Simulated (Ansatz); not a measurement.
## BP (F-43m): a volume series of phonon spectra

Wanted: mode Grüneisen parameters of BP and a free-energy fit over volumes.

What experiment has found for this phase:
- volume expansion coefficient 9.6 1e-6/K near room temperature (given in “Thermal expansion coefficients of high thermal conducting BAs and BP materials (three times its linear coefficient)”, 2019, arxiv:1906.04101)

Method: DFT LDA, scalar-relativistic, plane waves, PAW, in Ansatz 0.2.0.

### 1. The structure

The structure is cubic, space group F-43m (No. 216). The conventional cell has a = 4.538 Å, b = 4.538 Å, c = 4.538 Å, α = 90.00°, β = 90.00°, γ = 90.00°. B has 4 P at 1.97 Å nearest. P has 4 B at 1.97 Å nearest. Farther neighbours are not listed.

### 2. A first coarse run

Before spending time, one coarse run tells the gap and the pressure of the starting cell.

File input.yaml:

```yaml
crystal:
  lattice:
    - [0.0, 2.269, 2.269]
    - [2.269, 0.0, 2.269]
    - [2.269, 2.269, 0.0]
  atoms:
    - { symbol: B, position: [0.0, 0.0, 0.0] }
    - { symbol: P, position: [0.25, 0.25, 0.25] }
kpoints:
  mp_grid: { grid: [6, 6, 6] }
hamiltonian:
  xc: lda
scf:
  occupations: { method: gaussian, width: 0.1 }
output:
  forces: true
  stress: true
  eigenvalues: true
```

On the command line:

```sh
$ ansatz run input.yaml --threads 4 --pin off --max-ram 16384MiB --backend cpu --events-out ev --progress --plain --runs-dir out
```

Numbers of over 12 decimals in the logs are rounded to 6 here.

Output:

```text
Engine: ansatz 0.2.0, aarch64-unknown-linux-gnu
Pseudopotentials: kind: paw
Pseudopotential: B, paw, valence charge 3, recommended cutoff 420 eV (normal), B.paw.azcp
Pseudopotential: P, paw, valence charge 5, recommended cutoff 420 eV (normal), P.paw.azcp
Functional definition: SPW92
  exchange = slater_x
  correlation = pw_c
Crystal: 2 atoms, lattice volume = 23.363 Å³
Basis set: ecut = 420 eV, 459 PW (Γ)
Bands: 8, of which v1, the nominal top of the filled ones, is band 4 counted from 1 (3 counted from 0)
Symmetry: 24 space group operations
Space group: F-43m (ITA 216), of the structure as read, at distance tolerance 2.9e-5 Å
k-points: 16 of 216 (time reversal used)
Non-local potential: B, projectors of the file, l = 0: 2, l = 1: 2, l = 2: 1
Non-local potential: P, projectors of the file, l = 0: 2, l = 1: 2, l = 2: 2
PAW form: soft (Blöchl's): semilocal exchange-correlation on the pseudo side does not see the compensation charge
PAW frozen core: B, regenerated for the run's functional, and the local potential with it (the file was generated under x = pbe(κ = 0.804, μ = 0.219515), c = pbe(β = 0.066725))
PAW frozen core: P, regenerated for the run's functional, and the local potential with it (the file was generated under x = pbe(κ = 0.804, μ = 0.219515), c = pbe(β = 0.066725))
PAW one-centre angular grid: B, 110 points (default); XC on 64 Gauss nodes
PAW one-centre angular grid: P, 110 points (default); XC on 64 Gauss nodes
Initial density: superposition of atomic densities (neutral atoms: chi_scale 0, normalization atom), corrected by the library's trained network
Initial wavefunctions: pseudopotential atomic-orbital guess
Functional: x = slater, c = lda
SCF iter   1: F=—  HF=-876.609455 eV  |F-HF|=—  |Δ(HF+E_count)|=         —  Δρ=5.20e-3  dr2=5.15e-3  ethr=1.77e-3  ⟨swp⟩=6.1  Hψ=1147  notcnv=0
preconditioner: auto → none  [insulator: Δε(μ)=1.293 eV  Ē_g=12.703 eV  σ=0.100 eV  W_gap=1.00  n_scr=0 (ndim 8)  ℏωp=21.7 eV  f_vac=0.000  D(μ)=0.00/eV (n_scr^D=0)  ε∞_Penn≈3.9]
SCF iter   2: F=—  HF=-876.608429 eV  |F-HF|=—  |Δ(HF+E_count)|=   1.03e-3  Δρ=2.38e-3  dr2=9.08e-4  ethr=6.44e-5  ⟨swp⟩=1.9  Hψ=301  notcnv=0
SCF iter   3: F=—  HF=-876.608201 eV  |F-HF|=—  |Δ(HF+E_count)|=   2.29e-4  Δρ=1.09e-3  dr2=1.27e-4  ethr=1.13e-5  ⟨swp⟩=2.1  Hψ=183  notcnv=0
SCF iter   4: F=—  HF=-876.608181 eV  |F-HF|=—  |Δ(HF+E_count)|=   1.99e-5  Δρ=2.25e-4  dr2=8.62e-6  ethr=1.59e-6  ⟨swp⟩=1.1  Hψ=133  notcnv=0
SCF iter   5: F=—  HF=-876.608180 eV  |F-HF|=—  |Δ(HF+E_count)|=   9.89e-7  Δρ=2.32e-5  dr2=1.37e-7  ethr=1.08e-7  ⟨swp⟩=2.1  Hψ=189  notcnv=0
SCF iter   6: F=-876.608180 eV  HF=-876.608180 eV  |F-HF|=2.21e-10  |Δ(HF+E_count)|=   3.33e-8  Δρ=1.58e-6  dr2=4.34e-10  ethr=1.25e-9  ⟨swp⟩=5.9  Hψ=672  notcnv=0
SCF 1 converged in 6 iterations: F = -876.608180 eV  dr2 = 4.34e-10
  greatest PAW one-centre occupation: 0.770 electrons in one spin orbital (limit 2), on the P atom at site 1 (counted from 0), in its partial waves of l = 0
SCF converged after 6 iterations
Free energy (F): -876.608180 eV
Harris-Foulkes:  -876.608180 eV  (|F-HF|=2.21e-10)
Internal energy: -876.608180 eV  (E = F + TS)
E sigma→0 (E₀):  -876.608180 eV
Fermi energy:    9.710474 eV
--- Per-component energies (eV) ---
  E_band       = 20.796327
  E_kinetic    = 122.135152
  E_local      = -70.189103  (includes V_loc(G=0)·N_el)
  E_nonlocal   = 46.860858
  E_hartree    = 17.003954
  E_xc         = -94.421369
  E_vxc        = -100.573408  (∫ρ·V_xc dr)
  E_paw        = -612.669339  (= ΣΔE_a)
  E_vpaw       = -11.445070  (= ΣTr[D̂ρ^β])
  E_aug_tail   = -0.000000  (compensation charges beyond the density's cutoff)
  E_ewald      = -285.491518
  E_core_change = 0.163186  (= ΣΔE_core)
  E_smearing   = -0.000000  (= −TS)
  E_closure    = -0.000000  (closes the sum)
  Σ components = -876.608180   (vs F -876.608180, Δ=0.00e0)
--- Forces (eV/Å), atoms counted from 1 ---
  atom   1  B      0.00000000    -0.00000000     0.00000000
  atom   2  P     -0.00000000     0.00000000    -0.00000000
  max |Σ_I F_I| component: 4.81e-16 eV/Å
--- Stress (GPa, compression-positive) ---
       -5.108033       0.000000       0.000000
        0.000000      -5.108033       0.000000
        0.000000       0.000000      -5.108033
  P = ⅓ Tr σ = -5.1080 GPa (-51.080 kbar)
--- Band table (eV; the first three rows and the last of 16) ---
  k-point 0: bands = ["-6.3364", "9.0617", "9.0617", "9.0617", "12.4351", "12.4351", "12.4351", "16.4115"]
  k-point 1: bands = ["-5.8395", "6.2423", "8.3998", "8.3998", "13.0387", "13.3316", "13.3316", "17.6557"]
  k-point 2: bands = ["-4.4232", "2.3567", "7.6008", "7.6008", "12.9314", "13.8740", "13.8740", "18.9818"]
  k-point 15: bands = ["-1.3064", "0.9470", "3.7549", "3.8689", "12.8327", "13.4082", "18.1014", "18.7152"]
```

It took 0.24 s on 4 threads of Arm Neoverse V2, shared host; peak memory 0.24 GiB.

In the SCF lines HF is the Harris–Foulkes energy and dr2 the Hartree energy of the density residual, in eV; the loop may stop once dr2 is under the threshold and the program's other checks hold. Hψ counts applications of the Hamiltonian.

A gap read on the k-mesh alone can miss the band edges.

Numbers from this step:

```
pressure          : -5.108 GPa
gap on the k-mesh : 1.298 eV
volume per atom   : 11.68 Å³
```

The start is under -5.1 GPa at this level and looks like an insulator or semiconductor on this mesh.

### 3. Finding the static equilibrium

The vibrations must be taken about the equilibrium of this functional, not about the starting cell, so the structure is relaxed.

input.yaml, the sections that differ from step 2:

```yaml
kpoints:
  mp_grid: { grid: [10, 10, 10] }
scf:
  occupations: { method: gaussian, width: 0.02 }
output:
  forces: true
  stress: true
  eigenvalues: true
  write_density: true
  write_potential: true
  elf: true
  volumetric_format: npy
relax:
  adjacent_minimum: "off"
  f_tol: 0.005
  max_steps: 80
  cell: { stress_tol: 0.05 }
# crystal, hamiltonian: as in step 2
```

Output:

```text
[...]
Crystal: 2 atoms, lattice volume = 23.363 Å³
Basis set: ecut = 420 eV, 459 PW (Γ)
Bands: 8, of which v1, the nominal top of the filled ones, is band 4 counted from 1 (3 counted from 0)
Symmetry: 24 space group operations
[...]
k-points: 47 of 1000 (time reversal used)
[...]
SCF iter   1: F=—  HF=-876.626741 eV  |F-HF|=—  |Δ(HF+E_count)|=         —  Δρ=5.33e-3  dr2=5.44e-3  ethr=1.77e-3  ⟨swp⟩=6.2  Hψ=3527  notcnv=0
[...]
SCF iter   6: F=-876.625534 eV  HF=-876.625534 eV  |F-HF|=5.36e-10  |Δ(HF+E_count)|=   6.76e-8  Δρ=2.58e-6  dr2=1.17e-9  ethr=1.25e-9  ⟨swp⟩=9.4  Hψ=2669  notcnv=0
SCF 1 converged in 6 iterations: F = -876.625534 eV  dr2 = 1.17e-9
[...]
relax step   1: F+E_penalty+E_count = -876.62553353 eV  Δ(F+E_penalty+E_count) = +0.000e0 eV  max|allowed force component| = 4.071e-16 eV/Å  Δτ_max = 0.0000 Å  P = -5.226 GPa  Ω = 23.363 Å³  (6 SCF iters, dr2 threshold 1.00e-7 eV, accepted)
Crystal: 2 atoms, lattice volume = 22.957 Å³
[...]
iter 1 solved again at ethr=3.88e-5 eV; its pass at ethr=3.10e-3 eV (dr2=3.11e-3 eV) is discarded
[...]
SCF iter   5: F=-876.635652 eV  HF=-876.635652 eV  |F-HF|=5.23e-12  |Δ(HF+E_count)|=   3.16e-8  Δρ=1.40e-6  dr2=1.76e-10  ethr=2.50e-9  ⟨swp⟩=9.4  Hψ=2602  notcnv=0
SCF 2 converged in 5 iterations: F = -876.635652 eV  dr2 = 1.76e-10
[...]
relax step   2: F+E_penalty+E_count = -876.63565237 eV  Δ(F+E_penalty+E_count) = -1.012e-2 eV  max|allowed force component| = 1.388e-16 eV/Å  Δτ_max = 0.0000 Å  P = -2.379 GPa  Ω = 22.957 Å³  energy of the carried Pulay correction = +4.209e-4 eV  (5 SCF iters, dr2 threshold 2.00e-7 eV, accepted)
Crystal: 2 atoms, lattice volume = 22.628 Å³
[...]
SCF iter   4: F=-876.638358 eV  HF=-876.638358 eV  |F-HF|=2.51e-8  |Δ(HF+E_count)|=   3.26e-6  Δρ=3.96e-5  dr2=1.82e-7  ethr=2.50e-9  ⟨swp⟩=8.5  Hψ=2963  notcnv=0
SCF 3 converged in 4 iterations: F = -876.638358 eV  dr2 = 1.82e-7
[...]
relax step   3: F+E_penalty+E_count = -876.63835770 eV  Δ(F+E_penalty+E_count) = -2.705e-3 eV  max|allowed force component| = 4.626e-17 eV/Å  Δτ_max = 0.0000 Å  P = +0.108 GPa  Ω = 22.628 Å³  energy of the carried Pulay correction = +7.669e-4 eV  (4 SCF iters, dr2 threshold 2.00e-7 eV, accepted)
[...]
relax step   4: F+E_penalty+E_count = -876.63834777 eV  Δ(F+E_penalty+E_count) = +9.922e-6 eV  max|allowed force component| = 1.110e-16 eV/Å  Δτ_max = 0.0000 Å  P = +0.001 GPa  Ω = 22.642 Å³  energy of the carried Pulay correction = +7.523e-4 eV  (3 SCF iters, dr2 threshold 2.94e-8 eV, accepted)
[...]
SCF iter   1: F=—  HF=-876.637669 eV  |F-HF|=—  |Δ(HF+E_count)|=         —  Δρ=6.97e-5  dr2=1.31e-7  ethr=1.67e-6  ⟨swp⟩=2.2  Hψ=4512  notcnv=0
eigensolver tolerance schedule: the retry pair's looser diagonalisation over-reported the residual by 1017.11 of it (diagonalisation noise at 1.21 of the residual, at the tolerance the schedule requests for it); recorded, not acted on — ethr = c·dr2/N_el stays at c = 1.0e-1
[...]
SCF iter   2: F=—  HF=-876.637671 eV  |F-HF|=—  |Δ(HF+E_count)|=   1.58e-6  Δρ=3.52e-5  dr2=3.16e-8  ethr=1.64e-9  ⟨swp⟩=2.1  Hψ=589  notcnv=0
[...]
SCF iter   5: F=-876.637671 eV  HF=-876.637671 eV  |F-HF|=3.18e-12  |Δ(HF+E_count)|=  1.66e-11  Δρ=1.32e-7  dr2=4.44e-12  ethr=1.00e-12  ⟨swp⟩=6.8  Hψ=2005  notcnv=0
SCF 5 converged in 5 iterations: F = -876.637671 eV  dr2 = 4.44e-12
relax step   5: F+E_penalty+E_count = -876.63767114 eV  Δ(F+E_penalty+E_count) = +6.766e-4 eV  max|allowed force component| = 1.110e-16 eV/Å  Δτ_max = 0.0000 Å  P = -0.038 GPa  Ω = 22.642 Å³  stress off target by 3.76e-2 GPa  SCF on the basis re-selected at this cell (its energy is not comparable with the rows above)  (5 SCF iters)
basis re-selected at this cell: Δ(F+E_penalty+E_count) = +6.766e-4 eV, ΔP = -0.039 GPa vs the last step (what re-selecting the basis moved, of the pressure what is left beyond the Pulay correction that the steps carried, after the strain that the cell walked since its last selection, with what the two solves' SCF thresholds leave and, on support functions, any second-order correction that the steps lacked; it is no m [...]
SCF converged after 5 iterations
Free energy (F): -876.637671 eV
[...]
Internal energy: -876.637671 eV  (E = F + TS)
E sigma→0 (E₀):  -876.637671 eV
Fermi energy:    10.061154 eV
[...]
--- Stress (GPa, compression-positive) ---
       -0.037579      -0.000000      -0.000000
       -0.000000      -0.037579       0.000000
        0.000000       0.000000      -0.037579
  P = ⅓ Tr σ = -0.0376 GPa (-0.376 kbar)
--- Band table (eV; the first three rows and the last of 47) ---
[...]
--- Relaxed structure (4 steps of the walk, 4 accepted, 1 SCFs on fresh bases) ---
  F+E_penalty+E_count = -876.63767114 eV   max|allowed force component| = 1.110e-16 eV/Å   (the final SCF, on the basis selected at the relaxed cell)
  cell:  # Å, volume = 22.6417 Å³
    - [0, 2.245397, 2.245397]
    - [2.245397, 0, 2.245397]
    - [2.245397, 2.245397, 0]
  atoms:
    - { symbol: B, position: [0, 0, 0] }
    - { symbol: P, position: [0.25, 0.25, 0.25] }
```

Run time: 1.8 s. Hardware: 4 threads; peak memory 0.29 GiB.

Step by step:

```
step  energy less that of the first step (eV)  largest force component (eV/Å)  pressure (GPa)  volume (Å³)
   1                                   0.0000                          0.0000           -5.23        23.36
   2                                  -0.0101                          0.0000           -2.38        22.96
   3                                  -0.0128                          0.0000            0.11        22.63
   4                                  -0.0128                          0.0000            0.00        22.64
  5*                                  -0.0121                          0.0000           -0.04        22.64
```

Relaxation steps marked * repeat the geometry before them on a plane-wave basis chosen anew for their cell, so energy and pressure can jump there.

Forces are held to the 24 operations that the run works with; a distortion that breaks them can't arise in this run.

```
conventional cell, symmetrised  before  after  change
                         a (Å)   4.538  4.491  -1.0 %
                         b (Å)   4.538  4.491  -1.0 %
                         c (Å)   4.538  4.491  -1.0 %
              volume (Å³/atom)   11.68  11.32  -3.1 %
```

Final coordinates:

```cif
data_structure
_symmetry_space_group_name_H-M 'P 1'
_symmetry_Int_Tables_number 1
_cell_length_a 3.1755
_cell_length_b 3.1755
_cell_length_c 3.1755
_cell_angle_alpha 60.000
_cell_angle_beta 60.000
_cell_angle_gamma 60.000
_cell_volume 22.64
loop_
_atom_site_label
_atom_site_type_symbol
_atom_site_fract_x
_atom_site_fract_y
_atom_site_fract_z
_atom_site_occupancy
B1 B 0.00000 0.00000 0.00000 1
P2 P 0.25000 0.25000 0.25000 1
```

This step gave:

| Item | Value |
| --- | --- |
| pressure | -0.03758 GPa |
| gap on the k-mesh | 1.151 eV |
| volume per atom | 11.32 Å³ |

Valence density in the ac plane of a cell with a along [110], b along [-110] and c along [001] of the cube at fractional y = 0.000, with atoms of B and P within 0.2 Å of it. It is the smooth field of the valence electrons, not physical close to the nuclei.

Ten even steps from '_' (0.05 e/Å³) to '@' (0.93 e/Å³), each cell a mean:
```
**%%%%##****##%%##**%%%%##****##%%##
**%%@@@@++##@@%%##**%%@@@@++##@@%%##
--++%%++..--%%**==--++%%++..--%%**==
..::++==::--++--....::++==::--++--..
__..--++****==::____..--++****==::__
____..--==--::________..--==--::____
______......____________......______
____________________________________
....__________........__________....
==--..________::====--..________::==
**++::..____..==****++::..____..==**
==**++--::::==**++==**++--::::==**++
```
Columns run along a (6.4 Å), rows up along c (4.5 Å), edges of the conventional cell, whose origin can differ from the input's. Atoms in or near the plane, at fractional coordinates: B at (0.50, 0.00), B at (0.00, 0.00), P at (0.75, 0.75), P at (0.25, 0.75).

ELF in the ac plane of a cell with a along [110], b along [-110] and c along [001] of the cube at fractional y = 0.000, with atoms of B and P within 0.2 Å of it. It is the smooth field of the valence electrons, not physical close to the nuclei.

Ten even steps from '0' (0.02) to '9' (0.93), each cell a mean:
```
169878983169878983
589836997589836997
588401786588401786
256201463256201463
024555531024555531
002566410002566410
000122100000122100
100000001100000001
321000013321000013
642000135642000135
344211343344211343
036645651036645651
```
Columns run along a (6.4 Å), rows up along c (4.5 Å), edges of the conventional cell, whose origin can differ from the input's. Atoms in or near the plane, at fractional coordinates: B at (0.50, 0.00), B at (0.00, 0.00), P at (0.75, 0.75), P at (0.25, 0.75).

Electrostatic potential energy in the ac plane of a cell with a along [110], b along [-110] and c along [001] of the cube at fractional y = 0.000, with atoms of B and P within 0.2 Å of it. With pseudopotentials it is smooth inside the atoms' cores, unlike the true potential.

Values in eV, 7 rows by 16 columns, each cell a mean:
```
-32 -11  -1 -16 -20  -6  -3 -25 -32 -11  -1 -16 -20  -6  -3 -25
  8   4 -22 -56 -59 -40  -3   7   8   4 -22 -56 -59 -40  -3   7
 11   8  -6 -30 -35 -16   4  10  11   8  -6 -30 -35 -16   4  10
 12  11  10   8   8   9  11  12  12  11  10   8   8   9  11  12
 11  12  12  12  12  12  12  11  11  12  12  12  12  12  12  11
  4   8  11  12  13  12  10   5   4   8  11  12  13  12  10   5
-45 -17   6  10  10   9  -3 -36 -45 -17   6  10  10   9  -3 -36
```
Columns run along a (6.4 Å; values clipped at the 3rd and 97th percentile), rows up along c (4.5 Å), edges of the conventional cell, whose origin can differ from the input's. Atoms in or near the plane, at fractional coordinates: B at (0.50, 0.00), B at (0.00, 0.00), P at (0.75, 0.75), P at (0.25, 0.75).

The relaxation ends with a pressure of -0.04 GPa.

### 4. Relaxing to small residual forces and stress

The relaxation is repeated with tighter thresholds on force and stress, since phonons are sensitive to what is left; a change of mesh or smearing in the input moves the cell too.

File input.yaml:

```yaml
crystal:
  lattice:
    - [0.0, 2.2453968284, 2.2453968284]
    - [2.2453968284, 0.0, 2.2453968284]
    - [2.2453968284, 2.2453968284, 0.0]
  atoms:
    - { symbol: B, position: [0.0, 0.0, 0.0] }
    - { symbol: P, position: [0.25, 0.25, 0.25] }
kpoints:
  mp_grid: { grid: [12, 12, 12] }
hamiltonian:
  xc: lda
scf:
  occupations: { method: fixed }
output:
  forces: true
  stress: true
  eigenvalues: true
relax:
  adjacent_minimum: "off"
  f_tol: 0.001
  max_steps: 60
  cell: { stress_tol: 0.01 }
```

Output:

```text
[...]
Crystal: 2 atoms, lattice volume = 22.642 Å³
Basis set: ecut = 420 eV, 459 PW (Γ)
Bands: 8, of which v1, the nominal top of the filled ones, is band 4 counted from 1 (3 counted from 0)
Symmetry: 24 space group operations
[...]
k-points: 72 of 1728 (time reversal used)
[...]
0.000000       0.000000       0.001498
  P = ⅓ Tr σ = 0.0015 GPa (0.015 kbar)
--- Band table (eV; the first three rows and the last of 72) ---
[...]
--- Relaxed structure (3 steps of the walk, 3 accepted, 1 SCFs on fresh bases) ---
[...]
cell:  # Å, volume = 22.6363 Å³
    - [0, 2.245219, 2.245219]
    - [2.245219, 0, 2.245219]
    - [2.245219, 2.245219, 0]
  atoms:
    - { symbol: B, position: [0, 0, 0] }
    - { symbol: P, position: [0.25, 0.25, 0.25] }
[key lines of the parts left out:]
SCF converged after 5 iterations
Free energy (F): -876.637968 eV
Fermi energy:    9.488889 eV
```

The job ended after 1.8 s (4 threads; peak memory 0.29 GiB).

Little changed from the start: no atom moved by 0.005 Å and no cell edge by 0.1 %.

This step gave:

- pressure: 0.001498 GPa
- gap on the k-mesh: 1.145 eV

The residual pressure is 0.0015 GPa, small enough for phonons.

(Continued in part 2 of 4.)

[Logs are printed without paths, hosts, clocks, repeated set-up lines and the standing remarks that a program may print on its own settings, such as how far it seeks lower states.]

[Hosts, paths, dates, database ids (printed as entryN), source tags and the programs' standing remarks are cut or masked in the printed files.]

[A step with changed settings may run another functional than the one named; its input shows which.]

[Of the runs on displaced cells, only some may be shown.]
